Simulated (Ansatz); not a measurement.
# LiCa4N3, from a guessed structure to a relaxed one, part 2 of 2

This structure for LiCa4N3 is made up. Its elements were placed in a known structure type with a cell scaled to their sizes. What cell does the guess relax to, and how far off was it?

Ansatz 0.2.0; DFT, PBE, plane-wave PAW, files of the set soft_1, scalar-relativistic, no spin, cell and ions relaxed at zero pressure; PAW set soft_1 (the session's first sound run).

So far: The structure; Relaxation of the guess. The relaxed cell has a = 4.078, c = 28.078 Å (conventional setting).

**3. Bands of the relaxed cell**

With the geometry fixed, one more self-consistent run, with a narrower smearing and the mesh shown in its input, gives the bands, and its pressure, and its forces where symmetry allows any, show how far the geometry depends on these settings.

This step: DFT, PBE, plane-wave PAW, files of the set soft_1, scalar-relativistic, no spin, bands and density of states at the relaxed cell; PAW set soft_1 (Ansatz 0.2.0).

input.yaml

```yaml
crystal:
  lattice:
    - [2.0390505442, 1.1772463806, 9.3592642002]
    - [-2.0390505442, 1.1772463806, 9.3592642002]
    - [0.0, -2.3544927611, 9.3592642002]
  atoms:
    - { symbol: Ca, position: [0.7051508631, 0.7051508631, 0.7051508631] }
    - { symbol: Ca, position: [0.2948491369, 0.2948491369, 0.2948491369] }
    - { symbol: Ca, position: [0.8780516095, 0.8780516095, 0.8780516095] }
    - { symbol: Ca, position: [0.1219483905, 0.1219483905, 0.1219483905] }
    - { symbol: "N", position: [0.0, 0.0, 0.0] }
    - { symbol: "N", position: [0.7896757075, 0.7896757075, 0.7896757075] }
    - { symbol: "N", position: [0.2103242925, 0.2103242925, 0.2103242925] }
    - { symbol: Li, position: [0.5, 0.5, 0.5] }
kpoints:
  mp_grid: { grid: [10, 10, 10] }
  band_path:
    path:
      - [[0.0, 0.0, 0.0], [0.5, 0.0, 0.0], [0.5, 0.17721442, -0.17721442]]
      - [[0.82278558, 0.5, 0.17721442], [0.5, 0.5, 0.5], [0.0, 0.0, 0.0], [0.33860721, 0.0, -0.33860721]]
      - [[0.66139279, 0.33860721, 0.0], [0.5, 0.5, 0.0], [0.66139279, 0.66139279, 0.17721442], [0.5, 0.5, 0.5]]
      - [[0.5, 0.0, 0.0], [0.82278558, 0.33860721, 0.33860721]]
    npoints: 8
scf:
  occupations: { method: fermi_dirac, width: 0.03 }
  n_extra_bands: 12
hamiltonian:
  xc: pbe
  pseudopotentials: { kind: paw, azcp: { folder: soft_1 } }
output:
  forces: true
  stress: true
  write_bands: true
  dos: { projected: true }
  write_density: true
  write_potential: true
  elf: true
  volumetric_format: npy
```

Command:

```console
$ ansatz run input.yaml --threads 4 --pin off --max-ram 10240MiB --backend cpu --events-out ev --progress --plain --runs-dir out
```

Numbers of over 12 decimals in the logs are rounded to 6 here.

Output:

```text
[...]
Crystal: 8 atoms, lattice volume = 134.800 Å³
Basis set: ecut = 420 eV, 2611 PW (Γ), FFT grids on a1−a2, a2, −a2+a3, exchange–correlation on 60×144×60 points (8 copies of the dense FFT grid, shifted against one another)
Bands: 41, of which v1, the nominal top of the filled ones, is band 29 counted from 1 (28 counted from 0)
Symmetry: 12 space group operations
[...]
k-points: 116 of 1000
[...]
SCF iter   1: F=—  HF=-8630.468635 eV  |F-HF|=—  |Δ(HF+E_count)|=         —  Δρ=4.83e-2  dr2=4.78e0  ethr=3.10e-3  ⟨swp⟩=8.2  Hψ=25360  notcnv=0  defer=23
[...]
SCF iter   9: F=-8628.973886 eV  HF=-8628.973886 eV  |F-HF|=9.15e-9  |Δ(HF+E_count)|=   2.09e-7  Δρ=4.64e-6  dr2=3.53e-8  ethr=1.72e-10  ⟨swp⟩=17.3  Hψ=37296  notcnv=0
SCF 1 converged in 9 iterations: F = -8628.973886 eV  dr2 = 3.53e-8
[...]
NSCF: frozen V_eff on 76 k-points
SCF converged after 9 iterations
Free energy (F): -8628.973886 eV
[...]
Internal energy: -8628.973886 eV  (E = F + TS)
E sigma→0 (E₀):  -8628.973886 eV
Fermi energy:    7.616383 eV
[...]
--- Forces (eV/Å), atoms counted from 1 ---
  atom   1  Ca     0.00000000    -0.00000000    -0.00140900
  atom   2  Ca     0.00000000     0.00000000     0.00140900
  atom   3  Ca     0.00000000     0.00000000     0.00013433
  atom   4  Ca     0.00000000    -0.00000000    -0.00013433
  atom   5  N     -0.00000000     0.00000000     0.00000000
  atom   6  N      0.00000000     0.00000000     0.00006277
  atom   7  N      0.00000000    -0.00000000    -0.00006277
  atom   8  Li     0.00000000    -0.00000000    -0.00000000
  max |Σ_I F_I| component: 2.17e-19 eV/Å
--- Stress (GPa, compression-positive) ---
       -0.003310       0.000000       0.000000
        0.000000      -0.003310      -0.000000
        0.000000      -0.000000      -0.004828
  P = ⅓ Tr σ = -0.0038 GPa (-0.038 kbar)
--- Band table (eV; the first three rows and the last of 116) ---
  k-point 0: bands = [... 25 lower, 6.1033, 6.1061, 6.1061, 6.7414, 8.0851, 10.1461, 10.3847, 10.3847, ... 8 higher]
  k-point 1: bands = [... 25 lower, 6.0960, 6.1708, 6.2182, 6.7400, 8.4032, 9.9094, 10.4248, 10.5518, ... 8 higher]
  k-point 2: bands = [... 25 lower, 6.1655, 6.2155, 6.4374, 6.7046, 9.0860, 9.5335, 10.5281, 10.6225, ... 8 higher]
  k-point 115: bands = [... 25 lower, 5.9725, 6.2052, 6.2101, 6.2101, 8.8893, 9.8192, 10.5306, 10.5306, ... 8 higher]
```

Elapsed: 8.2 s, on 4 threads of INTEL XEON PLATINUM 8581C at 2.30GHz (Emerald Rapids), shared host; peak memory 0.83 GiB.

The column dr2 measures how far the density is from self-consistency, as an energy; F and HF (Harris–Foulkes) agree once it is small.

This step gave:

| Property | Result |
| --- | --- |
| Fermi energy | 7.616 eV |
| gap by band count | 1.034 eV |
| pressure | -0.003816 GPa |

From bands.tsv. The electronic bands at the labelled points (eV, zero at the valence top; v1 is the highest filled band, c1 the lowest empty one):

```tsv
point	v4	v3	v2	v1	c1	c2	c3	c4
Γ	-0.95	-0.95	-0.95	-0.31	1.03	3.09	3.33	3.33
halfway	-0.83	-0.82	-0.48	-0.38	2.29	2.40	3.53	3.54
L	-0.80	-0.58	-0.53	0.00	1.93	2.96	3.37	3.68
halfway	-0.80	-0.71	-0.41	-0.23	2.14	2.41	3.30	3.63
B1	-0.80	-0.62	-0.44	-0.43	1.94	2.53	3.21	3.41
jump to B	-0.80	-0.62	-0.44	-0.43	1.94	2.53	3.21	3.41
halfway	-0.88	-0.60	-0.58	-0.41	2.17	2.88	3.48	3.53
Z	-1.08	-0.85	-0.84	-0.84	1.84	2.77	3.48	3.48
halfway	-1.03	-0.87	-0.87	-0.59	1.43	2.97	3.40	3.40
Γ	-0.95	-0.95	-0.95	-0.31	1.03	3.09	3.33	3.33
halfway	-0.92	-0.56	-0.56	-0.39	2.23	2.52	3.33	3.78
X	-0.80	-0.62	-0.44	-0.43	1.96	2.51	3.21	3.42
jump to Q	-0.80	-0.62	-0.44	-0.43	1.96	2.51	3.21	3.42
halfway	-0.77	-0.67	-0.50	-0.20	1.83	2.88	3.09	3.48
F	-0.73	-0.70	-0.53	-0.02	1.82	3.05	3.08	3.54
halfway	-0.75	-0.67	-0.53	-0.02	1.83	3.02	3.13	3.55
P1	-0.78	-0.62	-0.54	-0.02	1.85	2.99	3.20	3.58
halfway	-0.95	-0.78	-0.52	-0.41	2.28	2.72	3.46	3.79
Z	-1.08	-0.85	-0.84	-0.84	1.84	2.77	3.48	3.48
jump to L	-0.80	-0.58	-0.53	0.00	1.93	2.96	3.37	3.68
halfway	-0.79	-0.56	-0.56	-0.01	1.90	2.96	3.33	3.65
P	-0.78	-0.62	-0.54	-0.02	1.85	2.99	3.20	3.58
```

Counts of states for the cell as run, both spins, by energy window (eV from the valence-band top):

```
from  to  total
  -8  -7   0.00
  -7  -6   0.00
  -6  -5   0.00
  -5  -4   0.00
  -4  -3   0.00
  -3  -2   0.95
  -2  -1   7.42
  -1   0   9.63
   0   1   0.00
   1   2   0.92
   2   3   2.99
   3   4   4.11
   4   5   6.04
   5   6   8.23
```

A further 40.0 states lie below the table's range.

Valence density in the ac plane of the cell as run, not the conventional one, at fractional y = 0.000, with atoms of N within 0.2 Å of it. It is the smooth field of the valence electrons, not physical close to the nuclei.

Ten even steps from '0' (0.0 e/Å³) to '9' (4.2 e/Å³), each cell a mean:
```
774100000010000001321000014
367310000000000000354100001
025520000000000000148620000
001321000000000000015983000
000011000000000110001698300
000000000000000011100158730
000000000000000011110013652
100000000000000001111000233
100000000000000000011100011
000000000000000000001100000
000000000000000000000010000
000000000000000000000000000
000000000000000000000000000
000001100000000000000000000
100001110000000000000000001
221000111000000000000000001
144200011100000000000000000
026731001110000000000000000
003894100111000000000110000
000499510001100000000122100
000038941000000000000023310
000002673000000000000013652
310000144200000000000001477
741000002210000011100000147
```
Columns run along a (9.7 Å), rows up along c (9.7 Å). Atoms in or near the plane, at fractional coordinates: N at (0.00, 0.00).

ELF in the ac plane of the cell as run, not the conventional one, at fractional y = 0.000, with atoms of N within 0.2 Å of it. It is the smooth field of the valence electrons, not physical close to the nuclei.

Ten even steps from '0' (0.04) to '9' (0.85), each cell a mean:
```
348863001331010015774103688
866986200011122103799620368
898898410000134520499973026
579999730001246763159998302
146899851000247888415999830
002468873000026899851489983
200124675200003789996138997
410000134310110269999622687
420000001210122026899862135
210000000000013312689985201
001121001100001331157876410
012344300221000132114655321
013567641133100002100232210
002578875113310000000011111
310268998511331011000000013
664126999862022002321000003
688622799986201101454210001
379983269998620000368753100
048998415898752000158987530
104899941478753100026999874
510489994136642100014899997
852038998302431100002589878
886202688620121111000368855
388620146630000024420036873
```
Columns run along a (9.7 Å), rows up along c (9.7 Å). Atoms in or near the plane, at fractional coordinates: N at (0.00, 0.00).

Electrostatic potential energy in the ac plane of the cell as run, not the conventional one, at fractional y = 0.000, with atoms of N within 0.2 Å of it. With pseudopotentials it is smooth inside the atoms' cores, unlike the true potential.

Ten even steps from '0' (-39 eV) to '9' (11 eV), each cell a mean:
```
004999988778999986457899993
400599999888899997412689999
963379999999999998620157999
998668999999999999862004799
999989999999999999986100479
999999999988999999999620047
899999999988899998899974125
689999999998888999889998534
678999999999888899998999876
788999888999887889999999998
988999988889988778999999999
999999998888898878899999999
999999999877889888889999999
899999999987788998888999988
789999999998878899988999987
557899989999888899999999987
633589998899988889999999998
741037999899999889999999999
873002799999999999999999999
987300269999999999999988999
999740027999999999999974589
999974103799999889999995126
599998633589999888899999400
049999875578999876788999830
```
Columns run along a (9.7 Å; values clipped at the 3rd and 97th percentile), rows up along c (9.7 Å). Atoms in or near the plane, at fractional coordinates: N at (0.00, 0.00).

**4. Results**

```yaml
space_group_relaxed: R-3m
conventional_cell: a = 4.078, b = 4.078, c = 28.078 Å; α = 90.0°, β = 90.0°, γ = 120.0°
volume_per_atom: 16.85 Å³ (guess 23.73)
```

In words: LiCa4N3 relaxes to R-3m with a = 4.078, b = 4.078 and c = 28.078 Å. The guessed volume was 41 % too large. The space group R-3m was held in the relaxation, so the end point is a stationary structure within it and may be a saddle against distortions or other arrangements. It has an indirect Kohn–Sham gap of 1.03 eV, which semilocal functionals understate. On the 10×10×10 mesh with the narrower smearing (relaxed on 7×7×7) the largest force component is 0.001 eV/Å and the largest stress component is 0.005 GPa, within the relaxation's thresholds of 0.015 eV/Å and 0.05 GPa. The cutoff wasn't tested. A vector of the cell changed its length by 18 %, more than the volume shows. No dispersion term is used, so weakly bound directions may come out too long. Nothing here tests whether the compound is stable against decomposition.

[Logs are printed without paths, hosts, clocks, repeated set-up lines and the standing remarks that a program may print on its own settings, such as how far it seeks lower states.]

[Hosts, paths, dates, database ids (printed as entryN), source tags and the programs' standing remarks are cut or masked in the printed files.]
